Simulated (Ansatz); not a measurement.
# CrF6 (R-3): how robust is the cRPA U?, part 2 of 2

What does U in CrF6 (R-3) depend on besides the window?

Ansatz 0.2.0; constrained RPA on LDA, plane waves, PAW.

So far. Step 6 (Changed: smooth pair densities): On the Cr t2g shell, screening brings the on-site interaction from 15.8 eV down to U = 4.43 eV. Step 8 (Changed: potentials): On the Cr t2g shell, screening brings the on-site interaction from 15.8 eV down to U = 4.41 eV.

**9. Changed: volume +6 %**

The cell differs from the one that the last finished run ended in (a 5.175 → 5.277 Å, b 5.175 → 5.277 Å, c 5.175 → 5.277 Å).

The input, input.yaml:

```yaml
crystal:
  lattice:
    - [-0.5540797945, 2.6084105751, -4.5536361052]
    - [-4.5536361052, 0.5540797945, -2.6084105751]
    - [-2.6084105751, 4.5536361052, -0.5540797945]
  atoms:
    - { symbol: Cr, position: [0.0, 0.0, 0.0] }
    - { symbol: F, position: [0.36859872, 0.0818433, 0.77900413] }
    - { symbol: F, position: [0.0818433, 0.77900413, 0.36859872] }
    - { symbol: F, position: [0.22099587, 0.63140128, 0.9181567] }
    - { symbol: F, position: [0.9181567, 0.22099587, 0.63140128] }
    - { symbol: F, position: [0.63140128, 0.9181567, 0.22099587] }
    - { symbol: F, position: [0.77900413, 0.36859872, 0.0818433] }
kpoints:
  mp_grid: { grid: [6, 6, 6] }
hamiltonian:
  xc: lda
scf:
  occupations: { method: gaussian, width: 0.08 }
  n_extra_bands: 19
  max_iter: 150
  lower_state_search: "off"
output:
  crpa:
    kmesh: [4, 4, 4]
    target_bands: [c1, c3]
    projections: [{ species: Cr, l: d, shell: 3, orbitals: [dxz, dyz, dxy] }]
  local_orbitals:
    kmesh: [8, 8, 8]
    orbitals: [{ species: Cr, l: d, shell: 3, orbitals: [dxz, dyz, dxy] }]
    window: { bands: [c1, c3] }
    seedname: lo
```

Command:

```console
$ ansatz run input.yaml --threads 4 --pin off --max-ram 9216MiB --backend cpu --events-out ev --progress --plain --runs-dir out
```

Numbers of over 12 decimals in the logs are rounded to 6 here.

The log of the run:

```text
[...]
Crystal: 7 atoms, lattice volume = 92.596 Å³
Basis set: ecut = 420 eV, 1809 PW (Γ)
Bands: 47, of which v1, the nominal top of the filled ones, is band 28 counted from 1 (27 counted from 0)
Symmetry: 6 space group operations
[...]
k-points: 40 of 216
[...]
k-point 39: bands = [... 24 lower, -1.6858, -1.6858, -1.4884, -1.4884, 0.5031, 0.6174, 0.6174, 3.5119, ... 15 higher]
[...]
χ-basis size per q: N_G = 324..348
[...]
Site 0, 3D, 3 of 5 d orbitals (Wannier functions 1, 2, 3; wannier90's mr 2, 3, 5):
      screened: U = 4.3582 eV, U' = 3.5662 eV, J = 0.3202 eV
      screened, to within: U = 1.3e-2 eV, U' = 1.3e-2 eV, J = 4.8e-4 eV
      bare: V = 15.6737 eV, V' = 14.4052 eV, J = 0.4750 eV
[...]
[key lines of the parts left out:]
SCF converged after 9 iterations
Free energy (F): -8082.464444 eV
Fermi energy:    -0.497998 eV
```

Run time: 50 s. Hardware: 4 threads of AMD EPYC 9R45, shared host; peak memory 0.78 GiB.

This step gave:

- U: 4.358 eV
- U prime (inter-orbital): 3.566 eV
- J: 0.3202 eV
- bare V: 15.67 eV
- bare J: 0.4750 eV
- stated bound on U: 0.01236 eV
- U over bare V: 0.2781
- electrons in the window: 0
- head of the constrained inverse dielectric matrix: 0.3144
- least eigenvalue of the projection's overlap: 0.5446
- target functions: 3
- bands in the sums: 62
- r.m.s. miss of the model bands: 6.93e-5 eV
- width of the target bands: 0.3891 eV
- weight of the projected orbitals in the window: 0.5623

On the Cr t2g shell, screening brings the on-site interaction from 15.7 eV down to U = 4.36 eV.

**10. Changed: volume +3 %**

The cell differs from the one that the last finished run ended in (a 5.277 → 5.227 Å, b 5.277 → 5.227 Å, c 5.277 → 5.227 Å).

input.yaml: that of step 9 with these lines changed.

```diff
@@ -2,5 +2,5 @@
   lattice:
-    - [-0.5540797945, 2.6084105751, -4.5536361052]
-    - [-4.5536361052, 0.5540797945, -2.6084105751]
-    - [-2.6084105751, 4.5536361052, -0.5540797945]
+    - [-0.5488025234, 2.5835670601, -4.510265507]
+    - [-4.510265507, 0.5488025234, -2.5835670601]
+    - [-2.5835670601, 4.510265507, -0.5488025234]
   atoms:
```

The log of the run:

```text
[...]
Crystal: 7 atoms, lattice volume = 89.975 Å³
Basis set: ecut = 420 eV, 1749 PW (Γ)
Bands: 47, of which v1, the nominal top of the filled ones, is band 28 counted from 1 (27 counted from 0)
Symmetry: 6 space group operations
[...]
k-points: 40 of 216
[...]
k-point 39: bands = [... 24 lower, -1.4152, -1.4152, -1.2177, -1.2177, 0.8563, 0.9778, 0.9778, 3.9950, ... 15 higher]
[...]
χ-basis size per q: N_G = 314..334
[...]
Site 0, 3D, 3 of 5 d orbitals (Wannier functions 1, 2, 3; wannier90's mr 2, 3, 5):
      screened: U = 4.3831 eV, U' = 3.5850 eV, J = 0.3238 eV
      screened, to within: U = 1.5e-2 eV, U' = 1.5e-2 eV, J = 4.8e-4 eV
      bare: V = 15.7344 eV, V' = 14.4631 eV, J = 0.4771 eV
[...]
[key lines of the parts left out:]
SCF converged after 8 iterations
Free energy (F): -8082.619036 eV
Fermi energy:    -0.187608 eV
```

Elapsed: 50 s, on 4 threads; peak memory 0.74 GiB; 3.3 min of CPU time.

This step gave:

```
U                                                 : 4.383 eV
U prime (inter-orbital)                           : 3.585 eV
J                                                 : 0.3238 eV
bare V                                            : 15.73 eV
bare J                                            : 0.4771 eV
stated bound on U                                 : 0.01442 eV
U over bare V                                     : 0.2786
electrons in the window                           : 0
head of the constrained inverse dielectric matrix : 0.3123
least eigenvalue of the projection's overlap      : 0.5438
target functions                                  : 3
bands in the sums                                 : 62
r.m.s. miss of the model bands                    : 5.96e-5 eV
width of the target bands                         : 0.4119 eV
weight of the projected orbitals in the window    : 0.5619
```

On the Cr t2g shell, screening brings the on-site interaction from 15.7 eV down to U = 4.38 eV.

**11. Side by side**

Times are wall times on 4 threads of AMD EPYC 9R45, shared host, good to a factor of about two.

| run | bare V (eV) | U (eV) | J (eV) | bound on U (eV) | width (eV) | time |
| --- | --- | --- | --- | --- | --- | --- |
| target window | 15.79 | 4.409 | 0.327 | 0.0136 | 0.44 | 48 s |
| 2×2×2 mesh | 16.03 | 4.484 | 0.333 | 0.0149 | 0.44 | 3.5 s |
| 6×6×6 mesh | 15.78 | 4.405 | 0.327 | 0.0129 | 0.44 | 6.9 min |
| smooth pair densities | 15.79 | 4.434 | 0.341 | 0.0056 | 0.44 | 52 s |
| potentials | 15.80 | 4.411 | 0.327 | 0.0132 | 0.44 | 3.1 min |
| volume +6 % | 15.67 | 4.358 | 0.320 | 0.0124 | 0.39 | 50 s |
| volume +3 % | 15.73 | 4.383 | 0.324 | 0.0144 | 0.41 | 50 s |

**12. Outcome**

| Item | Value |
| --- | --- |
| target window | U 4.41 eV, J 0.33 eV |
| 2×2×2 mesh | U 4.48 eV, J 0.33 eV |
| 6×6×6 mesh | U 4.40 eV, J 0.33 eV |
| smooth pair densities | U 4.43 eV, J 0.34 eV |
| potentials | U 4.41 eV, J 0.33 eV |
| volume +6 % | U 4.36 eV, J 0.32 eV |
| volume +3 % | U 4.38 eV, J 0.32 eV |

**Reading.** 2×2×2 mesh moves U by +0.07 eV at 0.071 times the time. 6×6×6 mesh moves U by −0.004 eV (within the solver's bounds, for the mean over orbitals) at 8.6 times the time. Smooth pair densities moves U by +0.02 eV. Potentials moves U by +0.002 eV (within the solver's bounds, for the mean over orbitals) at 3.8 times the time. Volume +6 % moves U by −0.05 eV. Volume +3 % moves U by −0.03 eV (within the solver's bounds, for the mean over orbitals). The printed bound covers the solver alone, not the mesh. The parent state is non-magnetic and the interaction static (zero frequency); U depends on the window and the orbitals, so it belongs to this model alone.

[Paths, hosts, dates, memory and timing lines, banners, echoed tables and standing remarks are left out of the program output.]

[Logs are printed without paths, hosts, clocks, repeated set-up lines and the standing remarks that a program may print on its own settings, such as how far it seeks lower states.]

[Runs of the session that timed out or met a known fault of the program may be left out.]

[Hosts, paths, dates, database ids (printed as entryN), source tags and the programs' standing remarks are cut or masked in the printed files.]
